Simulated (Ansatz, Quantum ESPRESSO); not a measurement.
# Complex bands of MgO, rock salt type, lattice constant set to 4.029 Å, part 4 of 4

Aim: how fast states decay in the gap of MgO, rock salt type, lattice constant set to 4.029 Å.

Quantum ESPRESSO 7.5; plane-wave DFT, LDA, GBRV ultrasoft pseudopotentials; cross-check by Ansatz 0.2.0 with PAW datasets.

So far. Step 2 (Self-consistent run): The run needed 9 iterations to bring the estimated error under 1e-09 Ry.

**6. The same in Ansatz**

A second code with its own PAW datasets, on the same atoms.

Level of this step: plane-wave DFT, LDA, Ansatz PAW (Ansatz 0.2.0).

Input file input.yaml:

```yaml
crystal:
  lattice:
    - [2.8489332214, 0.0, 0.0]
    - [0.0, 2.8489332214, 0.0]
    - [0.0, 0.0, 4.029]
  atoms:
    - { symbol: Mg, position: [0.0, 0.0, 0.0] }
    - { symbol: O, position: [0.5, 0.5, 0.0] }
    - { symbol: Mg, position: [0.5, 0.5, 0.5] }
    - { symbol: O, position: [0.0, 0.0, 0.5] }
kpoints:
  mp_grid: { grid: [8, 8, 6] }
hamiltonian:
  xc: lda
scf:
  occupations: { method: fixed }
  convergence: { dr2_threshold: 1.0e-09 }
output:
  transmission:
    leads: [[0, 0]]
    kpoints: [[0, 0], [0.5, 0], [0.5, 0.5], [0.25, 0]]
    e_range: [-1.92, 7.44]
    de: 0.24
```

The run is started by

```sh
$ ansatz run input.yaml --threads 2 --pin off --max-ram 4096MiB --backend cpu --events-out ev --progress --plain --runs-dir out
```

Numbers of over 12 decimals in the logs are rounded to 6 here.

The log of the run:

```text
Engine: ansatz 0.2.0, x86_64-unknown-linux-gnu
Pseudopotentials: kind: paw
Pseudopotential: Mg, paw, valence charge 10, recommended cutoff 420 eV (normal), Mg.paw.azcp
Pseudopotential: O, paw, valence charge 6, recommended cutoff 420 eV (normal), O.paw.azcp
Functional definition: SPW92
  exchange = slater_x
  correlation = pw_c
Crystal: 4 atoms, lattice volume = 32.701 Å³
Basis set: ecut = 420 eV, 657 PW (Γ)
Bands: 20, of which v1, the nominal top of the filled ones, is band 16 counted from 1 (15 counted from 0)
Symmetry: 32 space group operations
Space group: Fm-3m (ITA 225), of the structure as read, at distance tolerance 3.2e-5 Å
k-points: 60 of 384
Non-local potential: Mg, projectors of the file, l = 0: 3, l = 1: 2, l = 2: 1
Non-local potential: O, projectors of the file, l = 0: 2, l = 1: 2, l = 2: 1
PAW form: soft (Blöchl's): semilocal exchange-correlation on the pseudo side does not see the compensation charge
PAW frozen core: Mg, regenerated for the run's functional, and the local potential with it (the file was generated under x = pbe(κ = 0.804, μ = 0.219515), c = pbe(β = 0.066725))
PAW frozen core: O, regenerated for the run's functional, and the local potential with it (the file was generated under x = pbe(κ = 0.804, μ = 0.219515), c = pbe(β = 0.066725))
PAW one-centre angular grid: Mg, 110 points (default); XC on 64 Gauss nodes
PAW one-centre angular grid: O, 110 points (default); XC on 64 Gauss nodes
Initial density: superposition of atomic densities (neutral atoms: chi_scale 0, normalization atom), corrected by the library's trained network
Initial wavefunctions: pseudopotential atomic-orbital guess
Functional: x = slater, c = lda
SCF iter   1: F=—  HF=-4919.981790 eV  |F-HF|=—  |Δ(HF+E_count)|=         —  Δρ=1.98e-2  dr2=9.72e-2  ethr=1.77e-3  ⟨swp⟩=4.6  Hψ=5019  notcnv=0  defer=91
preconditioner: auto → none  [insulator: Δε(μ)=5.912 eV  Ē_g=16.896 eV  n_scr=14 (ndim 8)  ℏωp=26.0 eV  f_vac=0.000  ε∞_Penn≈3.4]
SCF iter   2: F=—  HF=-4919.947729 eV  |F-HF|=—  |Δ(HF+E_count)|=   3.41e-2  Δρ=8.77e-3  dr2=1.17e-2  ethr=3.04e-4  ⟨swp⟩=2.0  Hψ=2262  notcnv=0  defer=117
SCF iter   3: F=—  HF=-4919.943034 eV  |F-HF|=—  |Δ(HF+E_count)|=   4.70e-3  Δρ=2.02e-3  dr2=7.15e-4  ethr=3.66e-5  ⟨swp⟩=2.0  Hψ=1770  notcnv=0  defer=118
SCF iter   4: F=—  HF=-4919.942653 eV  |F-HF|=—  |Δ(HF+E_count)|=   3.82e-4  Δρ=4.86e-4  dr2=3.29e-5  ethr=2.24e-6  ⟨swp⟩=2.3  Hψ=2214  notcnv=0  defer=108
SCF iter   5: F=—  HF=-4919.942634 eV  |F-HF|=—  |Δ(HF+E_count)|=   1.88e-5  Δρ=4.25e-5  dr2=2.73e-7  ethr=1.03e-7  ⟨swp⟩=2.0  Hψ=1654  notcnv=0
SCF iter   6: F=—  HF=-4919.942633 eV  |F-HF|=—  |Δ(HF+E_count)|=   8.39e-7  Δρ=2.19e-6  dr2=8.27e-10  ethr=3.13e-12  ⟨swp⟩=3.6  Hψ=4709  notcnv=0
SCF iter   7: F=-4919.942633 eV  HF=-4919.942633 eV  |F-HF|=1.82e-12  |Δ(HF+E_count)|=  3.82e-11  Δρ=1.70e-7  dr2=5.56e-12  ethr=2.59e-12  ⟨swp⟩=1.1  Hψ=2983  notcnv=0
SCF 1 converged in 7 iterations: F = -4919.942633 eV  dr2 = 5.56e-12
  greatest PAW one-centre occupation: 1.001 electrons in one spin orbital (limit 2), on the Mg atom at site 2 (counted from 0), in its partial waves of l = 1
transmission: 7 of 28 steps passed
transmission: 14 of 28 steps passed
transmission: 21 of 28 steps passed
transmission: 28 of 28 steps passed
SCF converged after 7 iterations
Free energy (F): -4919.942633 eV
Harris-Foulkes:  -4919.942633 eV  (|F-HF|=1.82e-12)
Internal energy: -4919.942633 eV  (E = F + TS)
E sigma→0 (E₀):  -4919.942633 eV
Fermi energy:    9.538869 eV
--- Per-component energies (eV) ---
  E_band       = -532.928243
  E_kinetic    = 517.773105
  E_local      = -3032.388297  (includes V_loc(G=0)·N_el)
  E_nonlocal   = 291.801175
  E_hartree    = 1044.033802
  E_xc         = -210.130415
  E_vxc        = -271.279736  (∫ρ·V_xc dr)
  E_paw        = -835.630926  (= ΣΔE_a)
  E_vpaw       = -126.907215  (= ΣTr[D̂ρ^β])
  E_aug_tail   = 0.005062  (compensation charges beyond the density's cutoff)
  E_ewald      = -2695.900941
  E_core_change = 0.494802  (= ΣΔE_core)
  E_smearing   = -0.000000  (= −TS)
  E_closure    = 0.000000  (closes the sum)
  Σ components = -4919.942633   (vs F -4919.942633, Δ=0.00e0)
--- Band table (eV; the first three rows and the last of 60) ---
  k-point 0: bands = [... 12 lower, 7.9839, 9.5389, 9.5389, 9.5389, 15.6059, 18.5644, 20.7555, 23.8909]
  k-point 1: bands = [... 12 lower, 8.0692, 8.9923, 9.4101, 9.4101, 16.1877, 18.8134, 20.7238, 23.9259]
  k-point 2: bands = [... 12 lower, 8.3131, 8.3131, 9.0815, 9.0815, 17.4862, 19.5578, 20.1670, 22.4692]
  k-point 59: bands = [... 12 lower, 6.1132, 6.1132, 7.4731, 7.4731, 21.8942, 21.8942, 21.8942, 21.8942]
--- Transmission ---
  basis      : 69 plane waves across, 7 finite elements along
  points     : 4, as listed
  energies   : 40 from -1.920000 to 7.440000 eV about the Fermi level, 0.240000 eV apart; the leads are filled to 3.033493 eV, and channels, transmission and decay are at 3.120000 eV
  crystal 0  : Mg2O2, at the sites [0, 0], period 4.0290 Å: whole cells are its period
    offset         : up to 0.0000 Å between an atom of the period and one for which it stands
    channels       : 0.000000e0 a spin
    conductance    : none, the energies end too early or step too widely for 300 K: set another output.transmission.e_range or a lower de, or, where they end at an eighth of basis.ecutwfc, a higher one
    slowest decay  : 0.3950 /Å at (0.0000, 0.0000)
```

Run time: 5.3 s. Hardware: 2 threads of Intel Xeon at 2.60GHz (Ice Lake), shared host; peak memory 0.35 GiB; 6.9 s of CPU time.

Numbers from this step:

- free energy: -4919.9426 eV
- gap by band count: 6.067 eV
- symmetry operations: 32
- slowest decay at the grid energy nearest mid-gap: 0.395 Å⁻¹
- peak of the smallest κ at the zone centre: 0.3950 Å⁻¹
- energy of the peak at the zone centre: 3.12 eV
- valence top, on the run's zero: 9.539 eV

K across = (0, 0) in the cell's reciprocal vectors; values within 0.0025 1/Å of each other count once, columns are sorted by size at each energy, a dash where no further value was kept. Im kz of the slowest decaying states against energy, zero at the highest filled level of the SCF mesh:

```csv
energy (eV),decay 1 (Å⁻¹),decay 2 (Å⁻¹),decay 3 (Å⁻¹)
-1.92,0.524,1.08,-
-1.68,0.310,1.08,-
-1.20,1.07,-,-
-0.96,1.07,-,-
-0.72,1.07,-,-
-0.24,1.06,-,-
0.00,0.00682,0.0115,1.06
0.24,0.159,0.335,1.06
0.72,0.261,0.543,1.05
0.96,0.294,0.609,1.05
1.20,0.319,0.662,1.04
1.68,0.357,0.742,1.03
1.92,0.370,0.774,1.02
2.16,0.380,0.801,1.02
2.64,0.393,0.845,1.00
2.88,0.395,0.863,0.997
3.36,0.393,0.893,0.982
3.60,0.388,0.905,0.974
3.84,0.381,0.915,0.965
4.32,0.358,0.932,0.947
4.56,0.342,0.937,1.10
4.80,0.322,0.927,0.944
5.28,0.266,0.906,0.952
5.52,0.227,0.894,0.954
5.76,0.174,0.883,0.938
6.24,0.857,0.866,0.957
6.48,0.828,0.844,0.957
6.72,0.788,0.830,0.956
7.20,0.702,0.801,0.951
7.44,0.654,0.785,0.948
```

K across = (0, 0) in the cell's reciprocal vectors. The Re kz of states that move upwards by energy, zero at the highest filled level of the SCF mesh:

```csv
energy (eV),channel 1 (Å⁻¹),channel 2 (Å⁻¹),channel 3 (Å⁻¹)
-1.92,-0.561,-,-
-1.68,-0.512,-,-
-1.44,-0.462,0.303,0.303
-1.20,-0.411,0.542,0.542
-0.96,-0.359,0.716,0.716
-0.72,-0.688,-0.688,-0.303
-0.48,-0.534,-0.534,-0.242
-0.24,-0.361,-0.361,-0.167
0.00,-,-,-
0.24,-,-,-
0.72,-,-,-
0.96,-,-,-
1.20,-,-,-
1.44,-,-,-
1.68,-,-,-
1.92,-,-,-
2.16,-,-,-
2.40,-,-,-
2.64,-,-,-
2.88,-,-,-
3.12,-,-,-
3.36,-,-,-
3.60,-,-,-
3.84,-,-,-
4.08,-,-,-
4.32,-,-,-
4.56,-,-,-
4.80,-,-,-
5.28,-,-,-
5.52,-,-,-
5.76,-,-,-
6.00,-,-,-
6.24,0.137,-,-
6.48,0.216,-,-
6.72,0.277,-,-
6.96,0.331,-,-
7.20,0.380,-,-
7.44,0.427,-,-
```

K across = (1/2, 0) in the cell's reciprocal vectors; values within 0.0025 1/Å of each other count once, columns are sorted by size at each energy, a dash where no further value was kept. Im kz of the slowest decaying states against energy, zero at the highest filled level of the SCF mesh:

```csv
energy (eV),decay 1 (Å⁻¹),decay 2 (Å⁻¹)
-1.92,-,-
-1.68,-,-
-1.44,1.45,-
-1.20,1.33,-
-0.96,1.08,-
-0.72,0.152,1.02
-0.48,0.267,1.32
-0.24,0.340,1.46
0.00,0.395,-
0.24,0.440,-
0.72,0.510,-
0.96,0.537,-
1.20,0.561,1.49
1.44,0.581,1.47
1.68,0.599,1.46
1.92,0.614,1.44
2.16,0.626,1.42
2.40,0.636,1.41
2.64,0.644,1.39
2.88,0.651,1.38
3.12,0.655,1.36
3.36,0.658,1.34
3.60,0.659,1.33
3.84,0.658,1.31
4.08,0.655,1.30
4.32,0.651,1.29
4.56,0.646,1.27
4.80,0.638,1.26
5.28,0.619,1.23
5.52,0.606,1.22
5.76,0.592,1.20
6.00,0.575,1.19
6.24,0.557,1.17
6.48,0.536,1.16
6.72,0.512,1.15
6.96,0.486,1.13
7.20,0.455,1.12
7.44,0.421,1.11
```

K across = (1/2, 1/2) in the cell's reciprocal vectors; values within 0.0025 1/Å of each other count once, columns are sorted by size at each energy, a dash where no further value was kept. The Im kz of the slowest decaying states by energy, zero at the highest filled level of the SCF mesh:

```csv
energy (eV),decay 1 (Å⁻¹),decay 2 (Å⁻¹)
-1.92,-,-
-1.68,-,-
-1.20,0.256,0.364
-0.96,0.323,0.445
-0.72,0.373,0.502
-0.24,0.445,0.581
0.00,0.472,0.610
0.24,0.495,0.633
0.72,0.531,0.670
0.96,0.545,0.685
1.20,0.557,0.697
1.68,0.575,0.717
1.92,0.582,0.724
2.16,0.587,0.730
2.64,0.593,0.739
2.88,0.594,0.741
3.36,0.593,0.744
3.60,0.591,0.744
3.84,0.588,0.743
4.32,0.578,0.739
4.56,0.572,0.736
4.80,0.565,0.731
5.28,0.547,0.721
5.52,0.536,0.715
5.76,0.525,0.708
6.24,0.497,0.691
6.48,0.481,0.681
6.72,0.464,0.671
7.20,0.423,0.647
7.44,0.399,0.634
```

K across = (1/4, 0) in the cell's reciprocal vectors; values within 0.0025 1/Å of each other count once, columns are sorted by size at each energy, a dash where no further value was kept. The Im kz of the slowest decaying states by energy, zero at the highest filled level of the SCF mesh:

```csv
energy (eV),decay 1 (Å⁻¹),decay 2 (Å⁻¹),decay 3 (Å⁻¹)
-1.92,0.107,0.741,1.40
-1.68,0.175,0.572,1.38
-1.44,0.206,0.303,1.36
-1.20,0.216,1.34,-
-0.96,0.200,1.33,-
-0.72,0.131,1.31,-
-0.48,1.30,-,-
-0.24,0.0754,0.222,1.28
0.00,0.319,0.411,1.27
0.24,0.385,0.554,1.26
0.72,0.476,0.727,1.23
0.96,0.510,0.787,1.22
1.20,0.539,0.837,1.21
1.44,0.564,0.878,1.19
1.68,0.585,0.914,1.18
1.92,0.603,0.945,1.17
2.16,0.619,0.972,1.16
2.40,0.632,0.995,1.15
2.64,0.643,1.02,1.14
2.88,0.652,1.03,1.13
3.12,0.659,1.05,1.11
3.36,0.665,1.07,1.10
3.60,0.668,1.08,1.09
3.84,0.670,1.08,1.09
4.08,0.671,1.07,1.10
4.32,0.670,1.06,1.11
4.56,0.668,1.04,1.12
4.80,0.663,1.03,1.13
5.28,0.650,1.01,1.14
5.52,0.641,0.994,1.14
5.76,0.630,0.981,1.15
6.00,0.617,0.967,1.15
6.24,0.601,0.953,1.15
6.48,0.583,0.938,1.16
6.72,0.561,0.923,1.16
6.96,0.536,0.907,1.16
7.20,0.505,0.891,1.16
7.44,0.466,0.874,1.16
```

**7. By hand**

T falls as exp(−2κd). With κ = 0.396 1/Å, 10 Å of barrier pass exp(−2 × 0.396 × 10) = 3.6e-4 of that channel, interfaces aside.

**8. Summary of results**

| Item | Value |
| --- | --- |
| gap on the SCF mesh | 6.09 eV |
| smallest κ at mid-gap among the four k points, at the zone centre | 0.396 Å⁻¹ |
| peak of the smallest κ in the stop band at the zone centre | 0.396 Å⁻¹ |
| energy of the peak at the zone centre, over the highest filled level | 2.88 eV |
| peak at the zone centre by Ansatz | 0.395 Å⁻¹ |

In words: With a gap of 6.09 eV on the mesh, the smallest κ at mid-gap among the four k points, at the zone centre is 0.396 Å⁻¹ (LDA, GBRV ultrasoft). For a barrier with the Fermi level at mid-gap the slowest state found, at the zone centre, loses a factor of ten in probability every 2.9 Å or so. Stop bands away from the zone centre are mostly wider than the gap, so their peaks can lie above the conduction bottom. At the zone centre pwcond's peak is 0.396 and Ansatz's 0.395 1/Å, 0 % apart. The cell is the a/√2 one, turned by 45°, with two primitive cells, so X along [001] folds onto kz = 0. A semilocal gap is too small, often by a third to a half and by more in narrow-gap crystals, so real barriers decay faster.

[Logs are printed without paths, hosts, clocks, repeated set-up lines and the standing remarks that a program may print on its own settings, such as how far it seeks lower states.]

[Hosts, paths, dates, database ids (printed as entryN), source tags and the programs' standing remarks are cut or masked in the printed files.]

[Maps of the electrostatic potential energy from Ansatz leave out the sawtooth potential of an applied field or a dipole correction, so their vacuum need not be flat; planar profiles and work functions include it.]
